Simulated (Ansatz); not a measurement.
# Cu wire along [110], 8 atoms a period: bands by functional and under strain, part 3 of 3

Aim: is the Cu wire along [110], 8 atoms a period a metal or a semiconductor?

Ansatz 0.2.0; DFT PBE, plane waves, PAW; relaxation of a wire's period (the session's first sound run).

So far. Step 5 (Levels at the same atoms, k-mesh 1×1×25): Bands cross the Fermi level, as under PBE at the relaxed period. Step 6 (Levels at the same atoms, cutoff 500 eV, k-mesh 1×1×25): Bands cross the Fermi level, as under PBE at the relaxed period.

## (7) At a strained period, period over the relaxed period 0.94, k-mesh 1×1×26

This step: DFT PBE, plane waves, PAW; relaxation at a fixed period (Ansatz 0.2.0).

The period is set to 0.94 times the relaxed one and the atoms relax within it: strain changes bond lengths and angles, which shifts the bands against each other. Against the first PBE run of this kind, the mesh along the wire has 26 points against 33.

The cell differs from the one that the last finished run ended in (c 2.488 → 2.339 Å).

Contents of input.yaml:

```yaml
crystal:
  lattice:
    - [12.245, 0.0, 0.0]
    - [0.0, 11.934, 0.0]
    - [0.0, 0.0, 2.3385351448]
  atoms:
    - { symbol: Cu, position: [0.425775051, 0.389590764, 0.0] }
    - { symbol: Cu, position: [0.71747876, 0.394619554, 0.0] }
    - { symbol: Cu, position: [0.289322966, 0.499983041, 0.5] }
    - { symbol: Cu, position: [0.57371133, 0.29011595, 0.5] }
    - { symbol: Cu, position: [0.573194279, 0.499983041, 0.5] }
    - { symbol: Cu, position: [0.57371133, 0.709850132, 0.5] }
    - { symbol: Cu, position: [0.425775051, 0.610375319, 0.0] }
    - { symbol: Cu, position: [0.71747876, 0.605346529, 0.0] }
kpoints:
  mp_grid: { grid: [1, 1, 26] }
  band_path: { path: ["Γ", Z], npoints: 50 }
scf:
  occupations: { method: fermi_dirac, width: 0.05 }
hamiltonian:
  xc: pbe
relax:
  max_steps: 40
  f_tol: 0.02
output:
  stress: true
```

Command:

```sh
> ansatz run input.yaml --threads 8 --pin off --max-ram 16384MiB --backend cpu --events-out ev --progress --plain --runs-dir out
```

Numbers of over 12 decimals in the logs are rounded to 6 here.

The log of the run:

```text
Warning: output.stress: scf.convergence.dr2_threshold = 1e-7 eV (the SCF's general default) is looser than the 8e-10 eV advised for a printed stress (1e-10 eV for each atom of the cell: 8). What an SCF threshold leaves in a stress goes as its square root, and in the free energy as the threshold itself, and one threshold admits the most on a small cell: [figures from the program's tests cut] Every solve of this run an [...]
[...]
Crystal: 8 atoms, lattice volume = 341.734 Å³
Basis set: ecut = 420 eV, 6645 PW (Γ), exchange–correlation on 180×160×32 points (8 copies of the dense FFT grid, shifted against one another)
Bands: 92, of which v1, the nominal top of the filled ones, is band 76 counted from 1 (75 counted from 0)
Symmetry: 4 space group operations
[...]
k-points: 14 of 26
[...]
SCF iter   1: F=—  HF=-52995.757818 eV  |F-HF|=—  |Δ(HF+E_count)|=         —  Δρ=2.87e-3  dr2=6.75e-2  ethr=1.77e-3  ⟨swp⟩=7.6  Hψ=5460  notcnv=0  defer=57
[...]
SCF iter   7: F=-52995.766625 eV  HF=-52995.766629 eV  |F-HF|=4.02e-6  |Δ(HF+E_count)|=   3.07e-6  Δρ=4.42e-5  dr2=4.88e-6  ethr=6.58e-9  ⟨swp⟩=5.0  Hψ=4760  notcnv=0
SCF 1 converged in 7 iterations: F = -52995.766625 eV  dr2 = 4.88e-6
[...]
relax step   1: F+E_penalty+E_count = -52995.76662534 eV  Δ(F+E_penalty+E_count) = +0.000e0 eV  max|allowed force component| = 3.759e-1 eV/Å  Δτ_max = 0.0000 Å  (7 SCF iters, dr2 threshold 1.00e-5 eV, accepted)
[...]
SCF iter   6: F=-52995.800515 eV  HF=-52995.800514 eV  |F-HF|=1.07e-6  |Δ(HF+E_count)|=   8.18e-6  Δρ=2.61e-5  dr2=2.12e-6  ethr=5.81e-9  ⟨swp⟩=3.6  Hψ=5263  notcnv=0
SCF 2 converged in 6 iterations: F = -52995.800515 eV  dr2 = 2.12e-6
[...]
relax step   2: F+E_penalty+E_count = -52995.80051492 eV  Δ(F+E_penalty+E_count) = -3.389e-2 eV  max|allowed force component| = 2.254e-1 eV/Å  Δτ_max = 0.0348 Å  (6 SCF iters, dr2 threshold 8.83e-6 eV, accepted)
SCF iter   1: F=—  HF=-52995.830681 eV  |F-HF|=—  |Δ(HF+E_count)|=         —  Δρ=3.74e-3  dr2=2.51e-2  ethr=1.77e-4  ⟨swp⟩=5.1  Hψ=3189  notcnv=0  defer=130
[...]
SCF iter   7: F=-52995.820287 eV  HF=-52995.820286 eV  |F-HF|=6.06e-7  |Δ(HF+E_count)|=   2.43e-6  Δρ=1.34e-5  dr2=3.29e-7  ethr=2.09e-9  ⟨swp⟩=5.0  Hψ=5004  notcnv=0
SCF 3 converged in 7 iterations: F = -52995.820287 eV  dr2 = 3.29e-7
relax step   3: F+E_penalty+E_count = -52995.82028656 eV  Δ(F+E_penalty+E_count) = -1.977e-2 eV  max|allowed force component| = 2.044e-2 eV/Å  Δτ_max = 0.0582 Å  (7 SCF iters, dr2 threshold 3.18e-6 eV, accepted)
SCF iter   1: F=—  HF=-52995.821123 eV  |F-HF|=—  |Δ(HF+E_count)|=         —  Δρ=8.19e-4  dr2=1.31e-3  ethr=7.27e-6  ⟨swp⟩=3.0  Hψ=2620  notcnv=0  defer=128
[...]
SCF iter   7: F=-52995.820639 eV  HF=-52995.820639 eV  |F-HF|=6.11e-8  |Δ(HF+E_count)|=   6.05e-7  Δρ=6.85e-6  dr2=9.45e-8  ethr=6.58e-11  ⟨swp⟩=5.4  Hψ=5019  notcnv=0
SCF 4 converged in 7 iterations: F = -52995.820639 eV  dr2 = 9.45e-8
relax step   4: F+E_penalty+E_count = -52995.82063892 eV  Δ(F+E_penalty+E_count) = -3.524e-4 eV  max|allowed force component| = 6.746e-3 eV/Å  Δτ_max = 0.0109 Å  (7 SCF iters, accepted)
[...]
the band table was solved once a step of the walk had ended and its energy, with any forces and stress, was formed, with the checks that follow a solve (7631 applications of the Hamiltonian). They found nothing against the state; the energy, forces and stress were not computed again (output.eigenvalues in the input reference)
[...]
SCF converged after 7 iterations
Free energy (F): -52995.820639 eV
[...]
Internal energy: -52995.796816 eV  (E = F + TS)
E sigma→0 (E₀):  -52995.808728 eV
Entropy (-TS):   -0.023823 eV (-2.978 meV/atom)
Fermi energy:    1.514492 eV
[...]
--- Forces (eV/Å), atoms counted from 1 ---
  atom   1  Cu    -0.00450813    -0.00249654    -0.00000000
  atom   2  Cu    -0.00033644     0.00384276     0.00000000
  atom   3  Cu     0.00100751     0.00000000     0.00000000
  atom   4  Cu     0.00092521     0.00577775     0.00000000
  atom   5  Cu     0.00673418     0.00000000     0.00000000
  atom   6  Cu     0.00092521    -0.00577775    -0.00000000
  atom   7  Cu    -0.00450813     0.00249654     0.00000000
  atom   8  Cu    -0.00033644    -0.00384276    -0.00000000
  max |Σ_I F_I| component: 9.70e-5 eV/Å
--- Stress (GPa, compression-positive) ---
       -0.053771      -0.000000      -0.000000
       -0.000000      -0.092565       0.000000
       -0.000000       0.000000       5.316277
  P = ⅓ Tr σ = 1.7233 GPa (17.233 kbar)
--- Band table (eV; the first three rows and the last of 14) ---
  k-point 0: bands = [... 72 lower, 0.0397, 0.0617, 0.0871, 0.1441, 0.1475, 0.5031, 1.6673, 1.8354, ... 12 higher]
  k-point 1: bands = [... 72 lower, 0.0051, 0.0052, 0.0989, 0.1067, 0.2370, 0.5664, 1.7585, 1.9136, ... 12 higher]
  k-point 2: bands = [... 72 lower, -0.0635, -0.0548, 0.0416, 0.1038, 0.4396, 0.7273, 1.9852, 2.1191, ... 12 higher]
  k-point 13: bands = [... 72 lower, 2.2075, 2.4945, 2.6812, 3.2951, 3.6468, 3.7069, 5.0967, 5.1274, ... 12 higher]
--- Relaxed structure (4 steps of the walk, 4 accepted, 0 SCFs on fresh bases) ---
  F+E_penalty+E_count = -52995.82063892 eV   max|allowed force component| = 6.746e-3 eV/Å
  atoms:
    - { symbol: Cu, position: [0.422135, 0.389434, 0] }
    - { symbol: Cu, position: [0.723644, 0.394472, 0] }
    - { symbol: Cu, position: [0.280832, 0.49998304125, 0.5] }
    - { symbol: Cu, position: [0.574962, 0.289655, 0.5] }
    - { symbol: Cu, position: [0.574133, 0.49998304125, 0.5] }
    - { symbol: Cu, position: [0.574962, 0.710311, 0.5] }
    - { symbol: Cu, position: [0.422135, 0.610532, 0] }
    - { symbol: Cu, position: [0.723644, 0.605494, 0] }
```

Run time: 52 s. Hardware: 8 threads of Intel Xeon at 2.50GHz (Skylake/Cascade Lake), shared host; peak memory 2.1 GiB; 6.4 min of CPU time.

The steps of the relaxation:

```csv
step,energy less that of the first step (eV),largest force component (eV/Å)
1,0.0000,0.3759
2,-0.0339,0.2254
3,-0.0537,0.0204
4,-0.0540,0.0067
```

The run keeps the 4 symmetry operations that it works with, so distortions that break them were not tested.

The atoms that moved most (Å):

```csv
atom,dx,dy,dz,length
Cu3,-0.104,0.000,0.000,0.104
Cu2,0.075,-0.002,0.000,0.076
Cu8,0.075,0.002,0.000,0.076
Cu1,-0.045,-0.002,0.000,0.045
Cu7,-0.045,0.002,0.000,0.045
Cu6,0.015,0.006,0.000,0.016
Cu4,0.015,-0.006,0.000,0.016
Cu5,0.011,0.000,0.000,0.011
```

Final coordinates:

```xyz
8
Lattice="12.2450 0.0000 0.0000 0.0000 11.9340 0.0000 0.0000 0.0000 2.3385" Properties=species:S:1:pos:R:3
Cu    5.1690    4.6475    0.0000
Cu    8.8610    4.7076    0.0000
Cu    3.4388    5.9668    1.1693
Cu    7.0404    3.4567    1.1693
Cu    7.0303    5.9668    1.1693
Cu    7.0404    8.4769    1.1693
Cu    5.1690    7.2861    0.0000
Cu    8.8610    7.2260    0.0000
```

This step gave:

| Item | Value |
| --- | --- |
| energy at zero smearing | -52995.8087 eV |

The electronic bands at the labelled points (eV, zero at the Fermi level):

```csv
point,band 73,band 74,band 75,band 76,band 77,band 78,band 79,band 80
Γ,-1.47,-1.45,-1.43,-1.37,-1.37,-1.01,0.15,0.32
halfway,-1.62,-1.60,-1.51,-0.47,0.23,0.52,2.16,2.19
Z,0.69,0.98,1.17,1.78,2.13,2.19,3.58,3.61
```

Bands cross the Fermi level, as under PBE at the relaxed period.

## (8) Strain along the wire, period over the relaxed period 0.97, k-mesh 1×1×25

The period is set to 0.97 times the relaxed one and the atoms relax within it: strain changes bond lengths and angles, which shifts the bands against each other. Against the first PBE run of this kind, the mesh along the wire has 25 points against 33.

The cell differs from the one that the last finished run ended in (c 2.339 → 2.413 Å).

Edit input.yaml of step 7 so:

```diff
@@ -4,3 +4,3 @@
     - [0.0, 11.934, 0.0]
-    - [0.0, 0.0, 2.3385351448]
+    - [0.0, 0.0, 2.4131692451]
   atoms:
@@ -15,3 +15,3 @@
 kpoints:
-  mp_grid: { grid: [1, 1, 26] }
+  mp_grid: { grid: [1, 1, 25] }
   band_path: { path: ["Γ", Z], npoints: 50 }
```

The log of the run:

```text
[...]
Crystal: 8 atoms, lattice volume = 352.641 Å³
Basis set: ecut = 420 eV, 6819 PW (Γ), exchange–correlation on 180×160×36 points (8 copies of the dense FFT grid, shifted against one another)
Bands: 92, of which v1, the nominal top of the filled ones, is band 76 counted from 1 (75 counted from 0)
Symmetry: 4 space group operations
[...]
atoms:
    - { symbol: Cu, position: [0.424063, 0.388740, 0.0] }
    - { symbol: Cu, position: [0.720256, 0.394332, 0.0] }
    - { symbol: Cu, position: [0.285623, 0.49998304125, 0.500000] }
    - { symbol: Cu, position: [0.574297, 0.289369, 0.500000] }
    - { symbol: Cu, position: [0.573592, 0.49998304125, 0.500000] }
    - { symbol: Cu, position: [0.574297, 0.710597, 0.500000] }
    - { symbol: Cu, position: [0.424063, 0.611226, 0.0] }
    - { symbol: Cu, position: [0.720256, 0.605634, 0.0] }
[key lines of the parts left out:]
SCF converged after 4 iterations
Free energy (F): -52996.078986 eV
Fermi energy:    1.291050 eV
P = ⅓ Tr σ = 0.6645 GPa (6.645 kbar)
```

Run time: 59 s. Hardware: 8 threads; peak memory 2.1 GiB.

Relaxation path:

```csv
step,energy less that of the first step (eV),largest force component (eV/Å)
1,0.0000,0.2005
2,-0.0098,0.1161
3,-0.0147,0.0109
4,-0.0147,0.0108
```

Forces are held to the 4 operations that the run works with; a distortion that breaks them can't arise in this run.

The atoms that moved most (Å):

```csv
atom,dx,dy,dz,length
Cu3,-0.045,0.000,0.000,0.045
Cu2,0.034,-0.003,0.000,0.034
Cu8,0.034,0.003,0.000,0.034
Cu1,-0.021,-0.010,0.000,0.023
Cu7,-0.021,0.010,0.000,0.023
Cu6,0.007,0.009,0.000,0.011
Cu4,0.007,-0.009,0.000,0.011
```

Final coordinates:

```
Cu
1.0
    12.24500    0.00000    0.00000
     0.00000   11.93400    0.00000
     0.00000    0.00000    2.41317
Cu
8
Direct
  0.42406 0.38874 0.00000
  0.72026 0.39433 0.00000
  0.28562 0.49998 0.50000
  0.57430 0.28937 0.50000
  0.57359 0.49998 0.50000
  0.57430 0.71060 0.50000
  0.42406 0.61123 0.00000
  0.72026 0.60563 0.00000
```

Numbers from this step:

```
energy at zero smearing : -52996.0737 eV
```

The electronic bands at the labelled points (eV, zero at the Fermi level):

```csv
point,band 73,band 74,band 75,band 76,band 77,band 78,band 79,band 80
Γ,-1.43,-1.41,-1.33,-1.31,-1.31,-0.89,0.36,0.49
halfway,-1.54,-1.51,-1.43,-0.40,0.28,0.55,2.23,2.29
Z,0.53,0.76,1.05,1.58,1.95,1.96,3.40,3.50
```

Bands cross the Fermi level, as under PBE at the relaxed period.

## (9) The same system on other settings: hamiltonian.dispersion = "d3bj"

This step: DFT LDA, plane waves, PAW; bands of a perfect wire at the PBE geometry; changed: hamiltonian.dispersion = "d3bj" (Ansatz 0.2.0).

The atoms of the band run (LDA) are kept and the input is varied, to see whether the result depends on it.

Edit input.yaml of step 8 so:

```diff
@@ -4,3 +4,3 @@
     - [0.0, 11.934, 0.0]
-    - [0.0, 0.0, 2.4131692451]
+    - [0.0, 0.0, 2.4878033455]
   atoms:
@@ -20,7 +20,3 @@
 hamiltonian:
-  xc: pbe
-relax:
-  max_steps: 40
-  f_tol: 0.02
-output:
-  stress: true
+  xc: lda
+  dispersion: d3bj
```

The log of the run:

```text
Warning: the engine holds no damping parameters fitted to this dispersion correction and functional, so the run takes those fitted to pbe (hamiltonian.dispersion, under Limitations)
[...]
Crystal: 8 atoms, lattice volume = 363.547 Å³
Basis set: ecut = 420 eV, 7087 PW (Γ)
Bands: 92, of which v1, the nominal top of the filled ones, is band 76 counted from 1 (75 counted from 0)
Symmetry: 4 space group operations
[...]
k-points: 13 of 25
[...]
SCF iter   1: F=—  HF=-52440.731606 eV  |F-HF|=—  |Δ(HF+E_count)|=         —  Δρ=1.10e-2  dr2=2.40e-1  ethr=1.77e-3  ⟨swp⟩=7.5  Hψ=5011  notcnv=0  defer=45
[...]
SCF iter   9: F=-52440.683507 eV  HF=-52440.683507 eV  |F-HF|=8.02e-8  |Δ(HF+E_count)|=   5.25e-8  Δρ=6.29e-6  dr2=6.99e-8  ethr=6.58e-11  ⟨swp⟩=12.2  Hψ=5507  notcnv=0
SCF 1 converged in 9 iterations: F = -52440.683507 eV  dr2 = 6.99e-8
[...]
SCF converged after 9 iterations
Free energy (F): -52440.683507 eV
[...]
Internal energy: -52440.666562 eV  (E = F + TS)
E sigma→0 (E₀):  -52440.675035 eV
Entropy (-TS):   -0.016945 eV (-2.118 meV/atom)
Fermi energy:    0.713323 eV
[...]
--- Band table (eV; the first three rows and the last of 13) ---
  k-point 0: bands = [... 72 lower, -0.6967, -0.6732, -0.5832, -0.5708, -0.4797, -0.0550, 1.2824, 1.4024, ... 12 higher]
  k-point 1: bands = [... 72 lower, -0.7106, -0.6795, -0.6007, -0.5919, -0.3801, -0.0057, 1.3614, 1.4696, ... 12 higher]
  k-point 2: bands = [... 72 lower, -0.7729, -0.7242, -0.6451, -0.5208, -0.1876, 0.1304, 1.5669, 1.6508, ... 12 higher]
  k-point 12: bands = [... 72 lower, 0.7854, 1.4209, 1.6470, 2.0438, 2.2518, 2.9169, 3.9110, 4.0729, ... 12 higher]
```

The job ended after 36 s (8 threads; peak memory 2.1 GiB).

This step gave:

```
energy at zero smearing : -52440.6750 eV
```

It took 36 s against 35 s for the run it varies.

## (10) A varied input: scf.lower_state_search = "standard"

This step: DFT LDA, plane waves, PAW; bands of a perfect wire at the PBE geometry; changed: scf.lower_state_search = "standard" (Ansatz 0.2.0).

The atoms of the band run (LDA) are kept and the input is varied, to see whether the result depends on it.

Edit input.yaml of step 9 so:

```diff
@@ -19,4 +19,4 @@
   occupations: { method: fermi_dirac, width: 0.05 }
+  lower_state_search: standard
 hamiltonian:
   xc: lda
-  dispersion: d3bj
```

The log of the run:

```text
[...]
Crystal: 8 atoms, lattice volume = 363.547 Å³
Basis set: ecut = 420 eV, 7087 PW (Γ)
Bands: 92, of which v1, the nominal top of the filled ones, is band 76 counted from 1 (75 counted from 0)
Symmetry: 4 space group operations
[...]
k-points: 13 of 25
[...]
--- Band table (eV; the first three rows and the last of 13) ---
  k-point 0: bands = [... 72 lower, -0.6967, -0.6732, -0.5832, -0.5708, -0.4797, -0.0550, 1.2824, 1.4024, ... 12 higher]
  k-point 1: bands = [... 72 lower, -0.7106, -0.6795, -0.6007, -0.5919, -0.3801, -0.0057, 1.3614, 1.4696, ... 12 higher]
  k-point 2: bands = [... 72 lower, -0.7729, -0.7242, -0.6451, -0.5208, -0.1876, 0.1304, 1.5669, 1.6508, ... 12 higher]
  k-point 12: bands = [... 72 lower, 0.7854, 1.4209, 1.6470, 2.0438, 2.2518, 2.9169, 3.9110, 4.0729, ... 12 higher]
[key lines of the parts left out:]
SCF converged after 9 iterations
Free energy (F): -52438.609091 eV
Fermi energy:    0.713323 eV
```

Run time: 35 s. Hardware: 8 threads; peak memory 2.1 GiB.

Numbers from this step:

| Quantity | Value |
| --- | --- |
| energy at zero smearing | -52438.6006 eV |

It took 35 s against 35 s for the run it varies.

Against step 4 (now other search for a lower state), the free energy stays within 0.05 meV an atom.

## (11) Outcome

```json
{"cell length, PBE": "2.488 Å", "gap, period scaled by 0.94": "none", "gap, period scaled by 0.97": "none", "ballistic conductance by band crossings, a lower bound, PBE": "6 G₀"}
```

What this shows: Under PBE the cell's length is 2.49 Å, and the bands cross the Fermi level 6 times between Γ and Z, which gives a perfect wire at least 6 G₀ (opposite crossings within one step of the path cancel in such a count).

[Logs are printed without paths, hosts, clocks, repeated set-up lines and the standing remarks that a program may print on its own settings, such as how far it seeks lower states.]

[Hosts, paths, dates, database ids (printed as entryN), source tags and the programs' standing remarks are cut or masked in the printed files.]
